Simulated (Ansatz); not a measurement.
# One crystal, many levels of theory: MgO (Fm-3m)

Aim: the gap of MgO (Fm-3m) at several levels of theory on one structure, with the time that each takes.

Program: Ansatz 0.2.0. Level of theory: density functionals, hybrids and G0W0, plane waves, PAW. Results are calculated unless marked as measured.

**The experiments to reproduce.**

- Gap 7.83 eV: direct gap at Gamma, low temperature; bulk crystal (literature value) (quoted in “The Band-Gap Studies of Short-Period CdO/MgO Superlattices”, 2021, pmc:8035356).

This is a report of a sequence of runs, with most program output left out.

In doubt: masses and optical values from hybrid runs of this build are listed as unsure (steps 10, 11), which bears on the screening that GW takes from such a start.

### 1. Set-up

Symmetry: Fm-3m, No. 225, cubic system. The conventional cell has a = 4.194 Å, b = 4.194 Å, c = 4.194 Å, α = 90.00°, β = 90.00°, γ = 90.00°. Nearest to Mg lie 6 O at 2.10 Å. O has 6 Mg at 2.10 Å nearest. Farther neighbours and most contacts between anions are not listed.

Coordinates:

```cif
data_structure
_symmetry_space_group_name_H-M 'Fm-3m'
_symmetry_Int_Tables_number 225
_cell_length_a 4.1940
_cell_length_b 4.1940
_cell_length_c 4.1940
_cell_angle_alpha 90.000
_cell_angle_beta 90.000
_cell_angle_gamma 90.000
_cell_volume 73.77
loop_
_atom_site_label
_atom_site_type_symbol
_atom_site_symmetry_multiplicity
_atom_site_Wyckoff_symbol
_atom_site_fract_x
_atom_site_fract_y
_atom_site_fract_z
_atom_site_occupancy
Mg1 Mg 4 a 0.00000 0.00000 0.00000 1
O1 O 4 b 0.50000 0.00000 0.00000 1
```

The cell and positions are those that the Materials Project relaxed with its own functionals (PBE, PBE+U or r2SCAN), kept fixed.

The logs state that the PAW files were generated under PBE.

### 2. LDA on the 10×10×10 mesh

This step: DFT, LDA, plane waves, PAW; PAW set soft_1.

input.yaml reads:

```yaml
crystal:
  lattice:
    - [0.0, 2.0970013927, 2.0970013927]
    - [2.0970013927, 0.0, 2.0970013927]
    - [2.0970013927, 2.0970013927, 0.0]
  atoms:
    - { symbol: Mg, position: [0.0, 0.0, 0.0] }
    - { symbol: O, position: [0.5, 0.5, 0.5] }
kpoints:
  mp_grid: { grid: [10, 10, 10] }
  band_path:
    path:
      - [0.0, 0.0, 0.0]
      - [0.5, 0.0, 0.5]
      - [0.625, 0.25, 0.625]
      - [0.375, 0.375, 0.75]
      - [0.5, 0.5, 0.5]
      - [0.5, 0.25, 0.75]
    npoints: 1
hamiltonian:
  xc: lda
  pseudopotentials: { kind: paw, azcp: { folder: soft_1 }, xc_functional: pbe }
scf:
  occupations: { method: fixed }
  n_extra_bands: 4
output:
  eigenvalues: true
  forces: true
  stress: true
```

Launch:

```
ansatz run input.yaml --threads 4 --pin off --max-ram 138240MiB --backend cuda --events-out ev --progress --plain --runs-dir out --devices 1 --max-vram 26GiB
```

Elapsed: 7.8 s, on 1 × NVIDIA H100 80GB HBM3 (shared by 3 runs) with 4 threads of AMD EPYC 7R13 (Zen 3), shared host; peak memory 0.83 GiB.

Numbers from this step:

```yaml
pressure: -3.930 GPa
gap: 4.788 eV
valence_top_at: Γ
conduction_bottom_at: Γ
least_direct_gap: 4.788 eV
```

Over mesh and listed points the gap is 4.788 eV, direct, at k = Γ.

### 3. PBEsol on the 10×10×10 mesh

This step: DFT, PBEsol, plane waves, PAW; PAW set soft_1.

Changes to input.yaml since step 2:

```diff
@@ -20,3 +20,3 @@
 hamiltonian:
-  xc: lda
+  xc: pbesol
   pseudopotentials: { kind: paw, azcp: { folder: soft_1 }, xc_functional: pbe }
```

Run time: 5.1 s. Hardware: 1 × NVIDIA H100 80GB HBM3 (shared by 3 runs) with 4 threads; peak memory 0.88 GiB; 4.3 s of CPU time.

Numbers from this step:

```
pressure             : 2.422 GPa
gap                  : 4.765 eV
valence top at       : Γ
conduction bottom at : Γ
least direct gap     : 4.765 eV
```

Over mesh and listed points the gap is 4.765 eV, direct, at k = Γ. PBEsol against LDA: 4.765 − 4.788 = −0.023 eV, with the same mesh, files and cutoff, and both edges at the same k points.

### 4. PBE on the 10×10×10 mesh

Levels along a band path and on the mesh show where this functional puts the band edges.

This step: DFT, PBE, plane waves, PAW; PAW set soft_1.

input.yaml reads:

```yaml
crystal:
  lattice:
    - [0.0, 2.0970013927, 2.0970013927]
    - [2.0970013927, 0.0, 2.0970013927]
    - [2.0970013927, 2.0970013927, 0.0]
  atoms:
    - { symbol: Mg, position: [0.0, 0.0, 0.0] }
    - { symbol: O, position: [0.5, 0.5, 0.5] }
kpoints:
  mp_grid: { grid: [10, 10, 10] }
  band_path:
    path:
      - [[0.0, 0.0, 0.0], [0.5, 0.0, 0.5], [0.625, 0.25, 0.625]]
      - [[0.375, 0.375, 0.75], [0.0, 0.0, 0.0], [0.5, 0.5, 0.5], [0.5, 0.25, 0.75], [0.5, 0.0, 0.5]]
    npoints: 10
hamiltonian:
  xc: pbe
  pseudopotentials: { kind: paw, azcp: { folder: soft_1 } }
scf:
  occupations: { method: fermi_dirac, width: 0.02 }
  n_extra_bands: 4
output:
  eigenvalues: true
  forces: true
  stress: true
  write_density: true
  write_potential: true
  elf: true
  volumetric_format: npy
```

Elapsed: 3 s, on 1 × NVIDIA H100 80GB HBM3 (shared by 3 runs) with 4 threads; peak memory 0.89 GiB.

Numbers from this step:

```
pressure             : 6.992 GPa
gap                  : 4.873 eV
valence top at       : Γ
conduction bottom at : Γ
least direct gap     : 4.873 eV
```

Over mesh and path the gap is 4.873 eV, direct, at k = Γ. The pressure in this cell is 7 GPa; the cell is kept. PBE against PBEsol: 4.873 − 4.765 = +0.108 eV, with the same mesh, files and cutoff, and both edges at the same k points.

### 5. r2SCAN on the 10×10×10 mesh

r2SCAN is a meta-GGA: it depends on the kinetic-energy density as well as on the density and its gradient.

This step: DFT, r2SCAN, plane waves, PAW; PAW set soft_1.

input.yaml reads:

```yaml
crystal:
  lattice:
    - [0.0, 2.0970013927, 2.0970013927]
    - [2.0970013927, 0.0, 2.0970013927]
    - [2.0970013927, 2.0970013927, 0.0]
  atoms:
    - { symbol: Mg, position: [0.0, 0.0, 0.0] }
    - { symbol: O, position: [0.5, 0.5, 0.5] }
kpoints:
  mp_grid: { grid: [10, 10, 10] }
  band_path:
    path:
      - [0.0, 0.0, 0.0]
      - [0.5, 0.0, 0.5]
      - [0.625, 0.25, 0.625]
      - [0.375, 0.375, 0.75]
      - [0.5, 0.5, 0.5]
      - [0.5, 0.25, 0.75]
    npoints: 1
hamiltonian:
  xc: r2scan
  pseudopotentials: { kind: paw, azcp: { folder: soft_1 } }
scf:
  occupations: { method: fixed }
  n_extra_bands: 4
output:
  eigenvalues: true
  forces: true
  stress: true
```

Wall time 4.8 s (1 × NVIDIA H100 80GB HBM3 (shared by 3 runs) with 4 threads); peak memory 0.89 GiB.

Numbers from this step:

* pressure: 1.650 GPa
* gap: 5.776 eV
* valence top at: Γ
* conduction bottom at: Γ
* least direct gap: 5.776 eV

Over mesh and listed points the gap is 5.776 eV, direct, at k = Γ. r2SCAN against PBE: 5.776 − 4.873 = +0.903 eV. The runs also differ in plane-wave cutoff (420 eV and 500 eV), so how much of this comes from the functional alone is not known.

### 6. HSE06 on the 6×6×6 mesh

HSE06 mixes in a quarter of exact exchange at short range.

This step: DFT, HSE06, plane waves, PAW; PAW set soft_1.

Changes to input.yaml since step 5:

```diff
@@ -9,3 +9,3 @@
 kpoints:
-  mp_grid: { grid: [10, 10, 10] }
+  mp_grid: { grid: [6, 6, 6] }
   band_path:
@@ -20,3 +20,3 @@
 hamiltonian:
-  xc: r2scan
+  xc: hse06
   pseudopotentials: { kind: paw, azcp: { folder: soft_1 } }
@@ -27,3 +27 @@
   eigenvalues: true
-  forces: true
-  stress: true
```

It took 8.2 s on 1 × NVIDIA H100 80GB HBM3 (shared by 3 runs) with 4 threads; peak memory 0.99 GiB.

Numbers from this step:

```
gap                     : 6.625 eV
valence top at          : Γ
conduction bottom at    : Γ
least direct gap        : 6.625 eV
exact-exchange fraction : 0.25
```

Over mesh and listed points the gap is 6.625 eV, direct, at k = Γ. HSE06 against PBE: 6.625 − 4.873 = +1.752 eV. The runs also differ in mesh (10×10×10 and 6×6×6), so how much of this comes from the functional alone is not known.

### 7. PBE0 on the 6×6×6 mesh

PBE0 mixes in a quarter of exact exchange at all distances.

This step: DFT, PBE0, plane waves, PAW; PAW set soft_1.

Changes to input.yaml since step 6:

```diff
@@ -20,3 +20,3 @@
 hamiltonian:
-  xc: hse06
+  xc: pbe0
   pseudopotentials: { kind: paw, azcp: { folder: soft_1 } }
```

Elapsed: 12 s, on 1 × NVIDIA H100 80GB HBM3 (shared by 3 runs) with 4 threads; peak memory 0.99 GiB.

This step gave:

```yaml
gap: 7.368 eV
valence_top_at: Γ
conduction_bottom_at: Γ
least_direct_gap: 7.368 eV
exact_exchange_fraction: 0.25
```

Over mesh and listed points the gap is 7.368 eV, direct, at k = Γ. PBE0 against HSE06: 7.368 − 6.625 = +0.743 eV, with the same mesh, files and cutoff, and both edges at the same k points.

### 8. DDH-PBE0 on the 6×6×6 mesh

The input asks for a share of exact exchange of one over the crystal's ε∞, which the program works out first.

This step: DFT, dielectric-dependent PBE0 (fraction 1/eps_inf of PBE), plane waves, PAW; PAW set soft_1.

Changes to input.yaml since step 7:

```diff
@@ -8,2 +8,3 @@
     - { symbol: O, position: [0.5, 0.5, 0.5] }
+  host: atoms
 kpoints:
@@ -20,3 +21,6 @@
 hamiltonian:
-  xc: pbe0
+  xc:
+    exchange: pbe
+    correlation: pbe
+    exx: { coeff: inverse_dielectric }
   pseudopotentials: { kind: paw, azcp: { folder: soft_1 } }
```

The job ended after 14 s (1 × NVIDIA H100 80GB HBM3 (shared by 3 runs) with 4 threads; peak memory 1.1 GiB; 16 s of CPU time).

This step gave:

```
gap                     : 8.022 eV
valence top at          : Γ
conduction bottom at    : Γ
least direct gap        : 8.022 eV
exact-exchange fraction : 0.3136
```

Over mesh and listed points the gap is 8.022 eV, direct, at k = Γ. DDH-PBE0 against PBE0: 8.022 − 7.368 = +0.654 eV, with the same mesh, files and cutoff, and both edges at the same k points.

### 9. G0W0@PBE, 8×8×8 mesh, 146 empty bands, screening to 230 eV, PAW set soft_1 files

G0W0 replaces the xc potential by a self-energy built once from the orbitals of the start. Levels are corrected in the window of bands that the input names, at points of the mesh.

This step: G0W0 on PBE, plane waves, PAW; PAW set soft_1.

input.yaml reads:

```yaml
crystal:
  lattice:
    - [0.0, 2.0970013927, 2.0970013927]
    - [2.0970013927, 0.0, 2.0970013927]
    - [2.0970013927, 2.0970013927, 0.0]
  atoms:
    - { symbol: Mg, position: [0.0, 0.0, 0.0] }
    - { symbol: O, position: [0.5, 0.5, 0.5] }
kpoints:
  mp_grid: { grid: [8, 8, 8] }
hamiltonian:
  xc: pbe
  pseudopotentials: { kind: paw, azcp: { folder: soft_1 } }
scf:
  occupations: { method: fixed }
gw:
  n_empty_bands: 146
  ecut_chi: 230.0
  qp_bands: [v2, c2]
  qp_kpoints: band_edges
  screening: { model: contour_deformation }
```

Run time: 19 s. Hardware: 1 × NVIDIA H100 80GB HBM3 (shared by 3 runs) with 4 threads; peak memory 1.1 GiB.

Numbers from this step:

```yaml
bands_summed: 154
rpa_eps_infinity_on_this_mesh_eigenvalues: 3.017, 3.017, 3.017
plane_waves_in_the_screening_matrix: 137
g0w0_gap_over_the_corrected_points: 7.414 eV
k_of_the_valence_top: 0, 0, 0
k_of_the_conduction_bottom: 0, 0, 0
starting_gap_on_the_mesh: 4.873 eV
z_at_the_valence_top: 0.7897
z_at_the_conduction_bottom: 0.8465
least_direct_g0w0_gap_over_the_corrected_points: 7.414 eV
```

Over 14 of 29 irreducible mesh points the G0W0 gap is 7.414 eV, direct, at k = Γ. The PBE gap of this run on the mesh is 4.873 eV. The two states that bound the G0W0 gap lie that far apart at the start, so the correction of the gap is 7.414 − 4.873 = +2.541 eV.

### 10. G0W0@HSE06, 8×8×8 mesh, 146 empty bands, screening to 230 eV, PAW set soft_1 files

This step: G0W0 on HSE06, plane waves, PAW; PAW set soft_1.

Changes to input.yaml since step 9:

```diff
@@ -11,3 +11,3 @@
 hamiltonian:
-  xc: pbe
+  xc: hse06
   pseudopotentials: { kind: paw, azcp: { folder: soft_1 } }
```

It took 27 s on 1 × NVIDIA H100 80GB HBM3 (shared by 3 runs) with 4 threads; peak memory 1.3 GiB.

Numbers from this step:

```yaml
bands_summed: 154
rpa_eps_infinity_on_this_mesh_eigenvalues: 2.622, 2.622, 2.622
plane_waves_in_the_screening_matrix: 137
g0w0_gap_over_the_corrected_points: 8.272 eV
k_of_the_valence_top: 0, 0, 0
k_of_the_conduction_bottom: 0, 0, 0
starting_gap_on_the_mesh: 6.624 eV
z_at_the_valence_top: 0.8188
z_at_the_conduction_bottom: 0.8686
least_direct_g0w0_gap_over_the_corrected_points: 8.272 eV
```

Over 12 of 29 irreducible mesh points the G0W0 gap is 8.272 eV, direct, at k = Γ. The HSE06 gap of this run on the mesh is 6.624 eV. The two states that bound the G0W0 gap lie that far apart at the start, so the correction of the gap is 8.272 − 6.624 = +1.648 eV. G0W0@HSE06 against G0W0@PBE with 154 bands: 8.272 − 7.414 = +0.858 eV, with the same mesh, files and cutoffs, and both edges at the same k points.

### 11. G0W0@PBE0, 8×8×8 mesh, 146 empty bands, screening to 230 eV, PAW set soft_1 files

This step: G0W0 on PBE0, plane waves, PAW; PAW set soft_1.

Changes to input.yaml since step 10:

```diff
@@ -11,3 +11,3 @@
 hamiltonian:
-  xc: hse06
+  xc: pbe0
   pseudopotentials: { kind: paw, azcp: { folder: soft_1 } }
```

It took 29 s on 1 × NVIDIA H100 80GB HBM3 (shared by 3 runs) with 4 threads; peak memory 1.3 GiB.

Numbers from this step:

```yaml
bands_summed: 154
rpa_eps_infinity_on_this_mesh_eigenvalues: 2.539, 2.539, 2.539
plane_waves_in_the_screening_matrix: 137
g0w0_gap_over_the_corrected_points: 8.478 eV
k_of_the_valence_top: 0, 0, 0
k_of_the_conduction_bottom: 0, 0, 0
starting_gap_on_the_mesh: 7.365 eV
z_at_the_valence_top: 0.8267
z_at_the_conduction_bottom: 0.8745
least_direct_g0w0_gap_over_the_corrected_points: 8.478 eV
```

Over 12 of 29 irreducible mesh points the G0W0 gap is 8.478 eV, direct, at k = Γ. The PBE0 gap of this run on the mesh is 7.365 eV. The two states that bound the G0W0 gap lie that far apart at the start, so the correction of the gap is 8.478 − 7.365 = +1.113 eV. G0W0@PBE0 against G0W0@HSE06 with 154 bands: 8.478 − 8.272 = +0.206 eV, with the same mesh, files and cutoffs, and both edges at the same k points.

(Part 1 of 2 ends here.)

[Paths, hosts, dates, memory and timing lines, banners, echoed tables and standing remarks are left out of the program output.]

[Logs are printed without paths, hosts, clocks, repeated set-up lines and the standing remarks that a program may print on its own settings, such as how far it seeks lower states.]

[Runs of the session that timed out or met a known fault of the program may be left out.]

[Cells called generated may have been cut or substituted from an entry of the Crystallography Open Database or the Materials Project.]

[Hosts, paths, dates, database ids (printed as entryN), source tags and the programs' standing remarks are cut or masked in the printed files.]

[Where an RPA ε∞ is given, it is that of the G0W0 mesh and is not shown converged in it. Names of k-points follow the symmetry that the program found, which can be lower than the space group named. Band edges on a path are those of the sampled points; other points can move an edge, and change direct to indirect where valleys lie close.]

[Hybrid gaps are those of their k-mesh and are not shown converged in it.]
